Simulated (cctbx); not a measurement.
# A disordered crystal of nominal CeSc3Si3GeRh3

Cell a = 7.3990 Å, b = 7.3990 Å, c = 3.8880 Å, α = 90.00°, β = 90.00°, γ = 120.00°; space group P-6m2 (no. 187); nominal formula CeSc3Si3GeRh3.

The data are simulated with cctbx, not measured: Cu Kα, λ = 1.54184 Å, to d = 0.83 Å, 80 % of the full sphere, strongest reflection 70000 counts, noise from counting, a 1.5 % proportional error and a noise floor of 2 counts (s.d.); no absorption.

With every site full:

```text
Rint 0.015, 159 unique reflections to 0.83 A
cycle     R1     wR2    GooF  max shift (A)
   1  0.0825  0.1904  20.282   0.00493
   2  0.0162  0.0400   4.261   0.00001
final R1 0.0162 wR2 0.0400 GooF 4.261  parameters 16  data/parameter 9.9
atom        x        y        z      Ueq    occ   su(xyz)  su(Uiso or U11)
Ce1    0.00000  0.00000  0.00000   0.0072  1.000  0.00000  0.0004
Rh1    0.39623  0.19812  0.50000   0.0086  1.000  0.00014  0.0005
Ge1    0.66667  0.33333  0.00000   0.0080  1.000  0.00000  0.0007
Sc1    0.06630  0.53315  0.00000   0.0118  1.000  0.00034  0.0013
Si1    0.60363  0.80182  0.50000   0.0287  1.000  0.00081  0.0025
difference map: max 0.44 min -1.01 rms 0.19
Q1    0.0959  0.1918  0.0000    3    0.45  1.23 A from Ce1
Q2    0.4218  0.1455  0.0000    6    0.43  1.64 A from Ge1
Q3    0.3333  0.6667  0.0000    1    0.36  1.71 A from Sc1
Q4    0.6667  0.3333  0.5000    1    0.36  1.73 A from Rh1
Q5    0.0278  0.1944  0.1000   12    0.30  1.40 A from Ce1
Q6    0.0000  0.0000  0.0000    1    0.29  0.00 A from Ce1
```

With the occupancies of the suspect sites free, each still typed as its main element:

```text
Rint 0.015, 159 unique reflections to 0.83 A
cycle     R1     wR2    GooF  max shift (A)
   1  0.0466  0.1048  11.200   0.00170
  11  0.0036  0.0078   0.829   0.00005
final R1 0.0036 wR2 0.0077 GooF 0.826  parameters 17  data/parameter 9.4
atom        x        y        z      Ueq    occ   su(xyz)  su(Uiso or U11)
Ce1    0.00000  0.00000  0.00000   0.0074  1.000  0.00000  0.0001
Rh1    0.39628  0.19814  0.50000   0.0087  1.000  0.00003  0.0001
Ge1    0.66667  0.33333  0.00000   0.0085  1.000  0.00000  0.0001
Sc1    0.06658  0.53329  0.00000   0.0118  1.000  0.00007  0.0003
Si1    0.60452  0.80226  0.50000   0.0117  0.750  0.00016  0.0005
su of occupancy Si1: 0.004
difference map: max 0.18 min -0.14 rms 0.03
Q1    0.3333  0.6667  0.0000    1    0.18  1.71 A from Sc1
Q2    0.9907  0.1695  0.5000    6    0.10  1.51 A from Rh1
Q3    0.6212  0.2425  0.2545    6    0.09  1.15 A from Ge1
Q4    0.4221  0.0682  0.0000    6    0.09  1.20 A from Sc1
Q5    0.2660  0.5320  0.1675    6    0.09  1.56 A from Si1
Q6    0.5437  0.1931  0.1601   12    0.08  1.16 A from Ge1
```

**Question.** What is the disorder?

X-rays count electrons. Si1 refines to 0.750(0.004), or 10.5 electrons; the site truly holds 0.75 Si, 10.5 electrons, which is 0.750 of Si. A value under 1 can't tell vacancies from a lighter guest, and one over 1 needs a heavier guest; chemistry or a second radiation must settle which. Occupancy correlates with U and the scale, so the match is approximate.

Freeing them takes R1 from 0.0162 to 0.0036 and GooF from 4.26 to 0.83.

The model is made up (kin elements in a known structure type, no relaxation), so it says nothing on whether the phase exists.

[Middle refinement cycles are left out of these outputs.]

[Logs are printed without paths, hosts, clocks, repeated set-up lines and the standing remarks that a program may print on its own settings, such as how far it seeks lower states.]
